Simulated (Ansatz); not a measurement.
# linear Pt chain under tension and compression, part 2 of 2

Aim: how do moment and conductance of the linear Pt chain follow its length?

Ansatz 0.2.0; DFT PBE, plane waves, PAW; relaxation of a chain's period (the session's first sound run).

So far, conductance of the lead as this run defines it (G₀): step 3 (At a set period, period over the relaxed period 0.88 …) 4.00.

**4. The chain at a fixed length, period over the relaxed period 0.92, k-mesh 1×1×37**

Level of this step: DFT PBE, plane waves, PAW; channels and complex bands of a perfect chain (Ansatz).

The period is set to 0.92 times the relaxed one: shorter bonds widen the bands.

The cell differs from the one that the last finished run ended in (c 2.069 → 2.163 Å).

The input, input.yaml:

```yaml
crystal:
  lattice:
    - [7.5, 0.0, 0.0]
    - [0.0, 7.5, 0.0]
    - [0.0, 0.0, 2.1633948898]
  atoms:
    - { symbol: Pt, position: [0.5, 0.5, 0.0], spin: 0.6 }
magnetization:
  spin_polarized: true
kpoints:
  mp_grid: { grid: [1, 1, 37] }
scf:
  occupations: { method: fermi_dirac, width: 0.05 }
hamiltonian:
  xc: pbe
output:
  transmission:
    e_range: [-2, 2]
    de: 0.035
    kmesh: [1, 1]
    reduced_basis: true
    leads: [[0, 0]]
  stress: true
```

On the command line:

```sh
$ ansatz run input.yaml --threads 4 --pin off --max-ram 8192MiB --backend cpu --events-out ev --progress --plain --runs-dir out
```

Numbers of over 12 decimals in the logs are rounded to 6 here.

What it wrote:

```text
[...]
Crystal: 1 atoms, lattice volume = 121.691 Å³
Basis set: ecut = 420 eV, 2383 PW (Γ)
Bands: 14, of which v1, the nominal top of the filled ones, is band 9 counted from 1 (8 counted from 0)
Symmetry: 16 space group operations
[...]
k-points: 19 of 37
[...]
Starting moments: Σ|m| = 0.6 μB on 1 of 1 site
[...]
--- Transmission ---
  basis      : 497 plane waves across, 3 finite elements along
  points     : 1, standing for a mesh of 1 x 1
[...]
crystal 0  : Pt1, at the sites [0, 0], period 2.1634 Å: whole cells are its period
[...]
filled         : 32.9 meV under the level at which it is neutral
    channels       : 4.000000e0 up, 4.000000e0 down
[...]
[key lines of the parts left out:]
SCF converged after 10 iterations
Magnetization: -0.0000 μB (9.0000 up, 9.0000 down)
Free energy (F): -12519.990881 eV
Fermi energy:    -2.190706 eV
P = ⅓ Tr σ = 4.9972 GPa (49.972 kbar)
```

The job ended after 16 s (4 threads of Arm Neoverse V2, shared host; peak memory 0.43 GiB; 51 s of CPU time).

At the computed energy nearest the Fermi level there are 4 spin-up and 4 spin-down channels, and the thermal average gives 4.00 G₀.

**5. The chain at a fixed length, period over the relaxed period 0.96, k-mesh 1×1×36**

The period is set to 0.96 times the relaxed one: shorter bonds widen the bands.

The cell differs from the one that the last finished run ended in (c 2.163 → 2.257 Å).

input.yaml, as its differences from that of step 4:

```diff
@@ -4,3 +4,3 @@
     - [0.0, 7.5, 0.0]
-    - [0.0, 0.0, 2.1633948898]
+    - [0.0, 0.0, 2.2574555372]
   atoms:
@@ -10,3 +10,3 @@
 kpoints:
-  mp_grid: { grid: [1, 1, 37] }
+  mp_grid: { grid: [1, 1, 36] }
 scf:
```

What it wrote:

```text
[...]
Crystal: 1 atoms, lattice volume = 126.982 Å³
Basis set: ecut = 420 eV, 2479 PW (Γ)
Bands: 14, of which v1, the nominal top of the filled ones, is band 9 counted from 1 (8 counted from 0)
Symmetry: 16 space group operations
[...]
k-points: 19 of 36
[...]
Starting moments: Σ|m| = 0.6 μB on 1 of 1 site
[...]
--- Transmission ---
  basis      : 497 plane waves across, 3 finite elements along
  points     : 1, standing for a mesh of 1 x 1
[...]
crystal 0  : Pt1, at the sites [0, 0], period 2.2575 Å: whole cells are its period
[...]
filled         : 7.4 meV under the level at which it is neutral
    channels       : 4.000000e0 up, 4.000000e0 down
[...]
[key lines of the parts left out:]
SCF converged after 9 iterations
Magnetization: 0.0000 μB (9.0000 up, 9.0000 down)
Free energy (F): -12520.333188 eV
Fermi energy:    -2.503873 eV
P = ⅓ Tr σ = 1.8919 GPa (18.919 kbar)
```

The job ended after 15 s (4 threads; peak memory 0.42 GiB; 47 s of CPU time).

At the computed energy nearest the Fermi level there are 4 spin-up and 4 spin-down channels, and the thermal average gives 4.00 G₀.

**6. The chain at a fixed length, period over the relaxed period 1, k-mesh 1×1×35**

The period is set to 1.0 times the relaxed one, as the point of reference.

input.yaml, as its differences from that of step 5:

```diff
@@ -4,3 +4,3 @@
     - [0.0, 7.5, 0.0]
-    - [0.0, 0.0, 2.2574555372]
+    - [0.0, 0.0, 2.3515161846]
   atoms:
@@ -10,3 +10,3 @@
 kpoints:
-  mp_grid: { grid: [1, 1, 36] }
+  mp_grid: { grid: [1, 1, 35] }
 scf:
```

What it wrote:

```text
[...]
Crystal: 1 atoms, lattice volume = 132.273 Å³
Basis set: ecut = 420 eV, 2583 PW (Γ)
Bands: 14, of which v1, the nominal top of the filled ones, is band 9 counted from 1 (8 counted from 0)
Symmetry: 16 space group operations
[...]
k-points: 18 of 35
[...]
Starting moments: Σ|m| = 0.6 μB on 1 of 1 site
[...]
--- Transmission ---
  basis      : 497 plane waves across, 3 finite elements along
  points     : 1, standing for a mesh of 1 x 1
[...]
crystal 0  : Pt1, at the sites [0, 0], period 2.3515 Å: whole cells are its period
[...]
filled         : 25.0 meV under the level at which it is neutral
    channels       : 4.000000e0 up, 4.000000e0 down
[...]
[key lines of the parts left out:]
SCF converged after 10 iterations
Magnetization: -0.0000 μB (9.0000 up, 9.0000 down)
Free energy (F): -12520.422382 eV
Fermi energy:    -2.840674 eV
P = ⅓ Tr σ = -0.0982 GPa (-0.982 kbar)
```

Wall time 15 s (4 threads); peak memory 0.42 GiB; 46 s of CPU time.

Open channels of the lead against energy, zero at the Fermi level:

```csv
energy (eV),spin up,spin down
-2.000,3,3
-1.895,3,3
-1.790,3,3
-1.685,4,4
-1.615,4,4
-1.510,6,6
-1.405,6,6
-1.300,6,6
-1.195,6,6
-1.090,6,6
-0.985,6,6
-0.915,6,6
-0.810,6,6
-0.705,6,6
-0.600,6,6
-0.495,6,6
-0.390,4,4
-0.285,4,4
-0.215,4,4
-0.110,4,4
-0.005,4,4
0.100,4,4
0.205,4,4
0.310,4,4
0.415,3,3
0.485,3,3
0.590,3,3
0.695,3,3
0.800,3,3
0.905,3,3
1.010,1,1
1.115,1,1
1.185,1,1
1.290,1,1
1.395,1,1
1.500,1,1
1.605,1,1
1.710,1,1
1.815,1,1
1.885,1,1
```

At the computed energy nearest the Fermi level there are 4 spin-up and 4 spin-down channels, and the thermal average gives 4.00 G₀.

**7. At a set period, period over the relaxed period 1.04, k-mesh 1×1×33**

The period is set to 1.04 times the relaxed one: longer bonds narrow the bands.

The cell differs from the one that the last finished run ended in (c 2.352 → 2.446 Å).

input.yaml, as its differences from that of step 6:

```diff
@@ -4,3 +4,3 @@
     - [0.0, 7.5, 0.0]
-    - [0.0, 0.0, 2.3515161846]
+    - [0.0, 0.0, 2.4455768319]
   atoms:
@@ -10,3 +10,3 @@
 kpoints:
-  mp_grid: { grid: [1, 1, 35] }
+  mp_grid: { grid: [1, 1, 33] }
 scf:
```

What it wrote:

```text
[...]
Crystal: 1 atoms, lattice volume = 137.564 Å³
Basis set: ecut = 420 eV, 2665 PW (Γ)
Bands: 14, of which v1, the nominal top of the filled ones, is band 9 counted from 1 (8 counted from 0)
Symmetry: 16 space group operations
[...]
k-points: 17 of 33
[...]
Starting moments: Σ|m| = 0.6 μB on 1 of 1 site
[...]
--- Transmission ---
  basis      : 497 plane waves across, 4 finite elements along
  points     : 1, standing for a mesh of 1 x 1
[...]
crystal 0  : Pt1, at the sites [0, 0], period 2.4456 Å: whole cells are its period
[...]
filled         : 18.6 meV over the level at which it is neutral
    channels       : 4.000000e0 up, 4.000000e0 down
[...]
[key lines of the parts left out:]
SCF converged after 10 iterations
Magnetization: -0.0000 μB (9.0000 up, 9.0000 down)
Free energy (F): -12520.354890 eV
Fermi energy:    -3.008213 eV
P = ⅓ Tr σ = -1.2900 GPa (-12.900 kbar)
```

Elapsed: 21 s, on 4 threads; peak memory 0.48 GiB; 70 s of CPU time.

At the computed energy nearest the Fermi level there are 4 spin-up and 4 spin-down channels, and the thermal average gives 4.00 G₀. The change of length costs 0.070 eV a cell and leaves no moment.

**8. At a set period, period over the relaxed period 1.08, k-mesh 1×1×32**

The period is set to 1.08 times the relaxed one: longer bonds narrow the bands.

The cell differs from the one that the last finished run ended in (c 2.446 → 2.540 Å).

input.yaml, as its differences from that of step 7:

```diff
@@ -4,3 +4,3 @@
     - [0.0, 7.5, 0.0]
-    - [0.0, 0.0, 2.4455768319]
+    - [0.0, 0.0, 2.5396374793]
   atoms:
@@ -10,3 +10,3 @@
 kpoints:
-  mp_grid: { grid: [1, 1, 33] }
+  mp_grid: { grid: [1, 1, 32] }
 scf:
```

What it wrote:

```text
[...]
Crystal: 1 atoms, lattice volume = 142.855 Å³
Basis set: ecut = 420 eV, 2809 PW (Γ)
Bands: 14, of which v1, the nominal top of the filled ones, is band 9 counted from 1 (8 counted from 0)
Symmetry: 16 space group operations
[...]
k-points: 17 of 32
[...]
Starting moments: Σ|m| = 0.6 μB on 1 of 1 site
[...]
--- Transmission ---
  basis      : 497 plane waves across, 4 finite elements along
  points     : 1, standing for a mesh of 1 x 1
[...]
crystal 0  : Pt1, at the sites [0, 0], period 2.5396 Å: whole cells are its period
[...]
filled         : 0.9 meV over the level at which it is neutral
    channels       : 4.000000e0 up, 4.000000e0 down
[...]
[key lines of the parts left out:]
SCF converged after 11 iterations
Magnetization: 0.0000 μB (9.0000 up, 9.0000 down)
Free energy (F): -12520.193601 eV
Fermi energy:    -3.219881 eV
P = ⅓ Tr σ = -1.9921 GPa (-19.921 kbar)
```

It took 20 s on 4 threads; peak memory 0.46 GiB; 66 s of CPU time.

At the computed energy nearest the Fermi level there are 4 spin-up and 4 spin-down channels, and the thermal average gives 4.00 G₀. The change of length costs 0.235 eV a cell and leaves no moment.

**9. The chain at a fixed length, period over the relaxed period 1.13, k-mesh 1×1×31**

The period is set to 1.13 times the relaxed one: longer bonds narrow the bands.

The cell differs from the one that the last finished run ended in (c 2.540 → 2.657 Å).

input.yaml, as its differences from that of step 8:

```diff
@@ -4,3 +4,3 @@
     - [0.0, 7.5, 0.0]
-    - [0.0, 0.0, 2.5396374793]
+    - [0.0, 0.0, 2.6572132886]
   atoms:
@@ -10,3 +10,3 @@
 kpoints:
-  mp_grid: { grid: [1, 1, 32] }
+  mp_grid: { grid: [1, 1, 31] }
 scf:
```

What it wrote:

```text
[...]
Crystal: 1 atoms, lattice volume = 149.468 Å³
Basis set: ecut = 420 eV, 3009 PW (Γ)
Bands: 14, of which v1, the nominal top of the filled ones, is band 9 counted from 1 (8 counted from 0)
Symmetry: 16 space group operations
[...]
k-points: 16 of 31
[...]
Starting moments: Σ|m| = 0.6 μB on 1 of 1 site
[...]
--- Transmission ---
  basis      : 497 plane waves across, 4 finite elements along
  points     : 1, standing for a mesh of 1 x 1
[...]
crystal 0  : Pt1, at the sites [0, 0], period 2.6572 Å: whole cells are its period
[...]
filled         : 0.8 meV under the level at which it is neutral
    channels       : 4.000000e0 up, 4.000000e0 down
[...]
[key lines of the parts left out:]
SCF converged after 19 iterations
Magnetization: 0.0000 μB (9.0000 up, 9.0000 down)
Free energy (F): -12519.927083 eV
Fermi energy:    -3.388354 eV
P = ⅓ Tr σ = -2.3901 GPa (-23.901 kbar)
```

Elapsed: 27 s, on 4 threads; peak memory 0.48 GiB.

The open channels of the lead by energy, zero at the Fermi level:

```csv
energy (eV),spin up,spin down
-2.000,3,3
-1.790,3,3
-1.615,3,3
-1.405,3,3
-1.195,3,3
-0.985,3,3
-0.810,4,4
-0.600,6,6
-0.390,6,6
-0.215,6,6
-0.005,4,4
0.205,3,3
0.415,1,1
0.590,1,1
0.800,1,1
1.010,1,1
1.185,1,1
1.395,1,1
1.605,1,1
1.815,1,1
```

At the computed energy nearest the Fermi level there are 4 spin-up and 4 spin-down channels, and the thermal average gives 4.00 G₀. The change of length costs 0.504 eV a cell and leaves no moment.

**10. At a set period, period over the relaxed period 1.2, k-mesh 1×1×29**

The period is set to 1.2 times the relaxed one: longer bonds narrow the bands.

The cell differs from the one that the last finished run ended in (c 2.657 → 2.822 Å).

input.yaml, as its differences from that of step 9:

```diff
@@ -4,3 +4,3 @@
     - [0.0, 7.5, 0.0]
-    - [0.0, 0.0, 2.6572132886]
+    - [0.0, 0.0, 2.8218194215]
   atoms:
@@ -10,3 +10,3 @@
 kpoints:
-  mp_grid: { grid: [1, 1, 31] }
+  mp_grid: { grid: [1, 1, 29] }
 scf:
```

What it wrote:

```text
[...]
Crystal: 1 atoms, lattice volume = 158.727 Å³
Basis set: ecut = 420 eV, 3129 PW (Γ)
Bands: 14, of which v1, the nominal top of the filled ones, is band 9 counted from 1 (8 counted from 0)
Symmetry: 16 space group operations
[...]
k-points: 15 of 29
[...]
Starting moments: Σ|m| = 0.6 μB on 1 of 1 site
[...]
--- Transmission ---
  basis      : 497 plane waves across, 4 finite elements along
  points     : 1, standing for a mesh of 1 x 1
[...]
crystal 0  : Pt1, at the sites [0, 0], period 2.8218 Å: whole cells are its period
[...]
filled         : 17.7 meV over the level at which it is neutral
    channels       : 1.000000e0 up, 4.000000e0 down
[...]
[key lines of the parts left out:]
SCF converged after 11 iterations
Magnetization: 1.1833 μB (9.5916 up, 8.4084 down)
Free energy (F): -12519.563965 eV
Fermi energy:    -3.436545 eV
P = ⅓ Tr σ = -2.1329 GPa (-21.329 kbar)
```

Wall time 12 s (4 threads); peak memory 0.4 GiB; 42 s of CPU time.

At the computed energy nearest the Fermi level there are 1 spin-up and 4 spin-down channels, and the thermal average gives 2.88 G₀. The change of length costs 0.872 eV a cell and leaves an absolute moment of 1.18 μB a cell.

Between step 3 and this run (period over the relaxed period 1.2 and k-mesh 1×1×29) the value for the conductance of the lead as this run defines it moves from 4.00 G₀ to 2.88 G₀ (-28 %).

**11. At a set period, period over the relaxed period 1.3, k-mesh 1×1×27**

The period is set to 1.3 times the relaxed one: longer bonds narrow the bands.

The cell differs from the one that the last finished run ended in (c 2.822 → 3.057 Å).

input.yaml, as its differences from that of step 10:

```diff
@@ -4,3 +4,3 @@
     - [0.0, 7.5, 0.0]
-    - [0.0, 0.0, 2.8218194215]
+    - [0.0, 0.0, 3.0569710399]
   atoms:
@@ -10,3 +10,3 @@
 kpoints:
-  mp_grid: { grid: [1, 1, 29] }
+  mp_grid: { grid: [1, 1, 27] }
 scf:
```

What it wrote:

```text
[...]
Crystal: 1 atoms, lattice volume = 171.955 Å³
Basis set: ecut = 420 eV, 3363 PW (Γ)
Bands: 14, of which v1, the nominal top of the filled ones, is band 9 counted from 1 (8 counted from 0)
Symmetry: 16 space group operations
[...]
k-points: 14 of 27
[...]
Starting moments: Σ|m| = 0.6 μB on 1 of 1 site
[...]
--- Transmission ---
  basis      : 497 plane waves across, 4 finite elements along
  points     : 1, standing for a mesh of 1 x 1
[...]
crystal 0  : Pt1, at the sites [0, 0], period 3.0570 Å: whole cells are its period
[...]
filled         : 14.1 meV over the level at which it is neutral
    channels       : 1.000000e0 up, 4.000000e0 down
[...]
[key lines of the parts left out:]
SCF converged after 14 iterations
Magnetization: 1.2242 μB (9.6121 up, 8.3879 down)
Free energy (F): -12519.062489 eV
Fermi energy:    -3.588322 eV
P = ⅓ Tr σ = -1.9828 GPa (-19.828 kbar)
```

Wall time 13 s (4 threads); peak memory 0.41 GiB.

At the computed energy nearest the Fermi level there are 1 spin-up and 4 spin-down channels, and the thermal average gives 2.80 G₀. The change of length costs 1.380 eV a cell and leaves an absolute moment of 1.22 μB a cell.

For the conductance of the lead as this run defines it, step 3 gave 4.00 G₀; this run, with period over the relaxed period 1.3 and k-mesh 1×1×27, gives 2.80 G₀ (-30 %).

**12. The series together**

Times are for 4 threads of Arm Neoverse V2, shared host. Results by setting:

```csv
no.,period over the relaxed period,conductance of the lead as this run defines it (G₀),absolute moment (μB),energy at zero smearing less the lowest (eV),time,memory (GiB)
1,0.88,4.000,0,1.149,18 s,0.44
2,0.92,4.000,0,0.4316,16 s,0.43
3,0.96,4.000,0,0.08755,15 s,0.42
4,1,4.000,0,0,15 s,0.42
5,1.04,4.000,0,0.06962,21 s,0.48
6,1.08,4.000,0,0.2347,20 s,0.46
7,1.13,3.997,0,0.5040,27 s,0.48
8,1.2,2.877,1.184,0.8717,12 s,0.4
9,1.3,2.803,1.224,1.380,13 s,0.41
```

**13. Outcome**

| Quantity | Value |
| --- | --- |
| relaxed cell length | 2.352 Å |
| conductance at period × 0.88 | 4.00 G₀ |
| conductance at period × 1.0 | 4.00 G₀ |
| conductance at period × 1.13 | 4.00 G₀ |
| conductance at period × 1.3 | 2.80 G₀ |
| absolute moment at period × 0.88 | 0 μB |
| absolute moment at period × 1.0 | 0 μB |
| absolute moment at period × 1.3 | 1.22 μB |

**Reading.** In these runs no moment survives at the shortest period, and one is present from a factor of 1.2 on: longer bonds narrow the bands, which favours exchange splitting. The conductance goes from 4.00 G₀ at the shortest period to 2.80 G₀ at the longest, while the magnetic state changes too. Transport is coherent and elastic here: the atoms are frozen, so scattering by vibrations plays no part. Spin-orbit coupling is left out, which matters for the bands of heavy atoms. No search over magnetic orders was made; another may lie lower. For the perfect chain only parallel moments were started; its antiparallel and spiral orders were not tested. Conductances of a perfect chain off the multiples of half a G0 come from band edges within the thermal window; the square box also splits pairs of bands that an isolated chain keeps degenerate, which moves such edges. The lead's cell of one atom keeps the chain straight and evenly spaced; a zigzag or dimerised form may lie lower.

[Logs are printed without paths, hosts, clocks, repeated set-up lines and the standing remarks that a program may print on its own settings, such as how far it seeks lower states.]

[Hosts, paths, dates, database ids (printed as entryN), source tags and the programs' standing remarks are cut or masked in the printed files.]
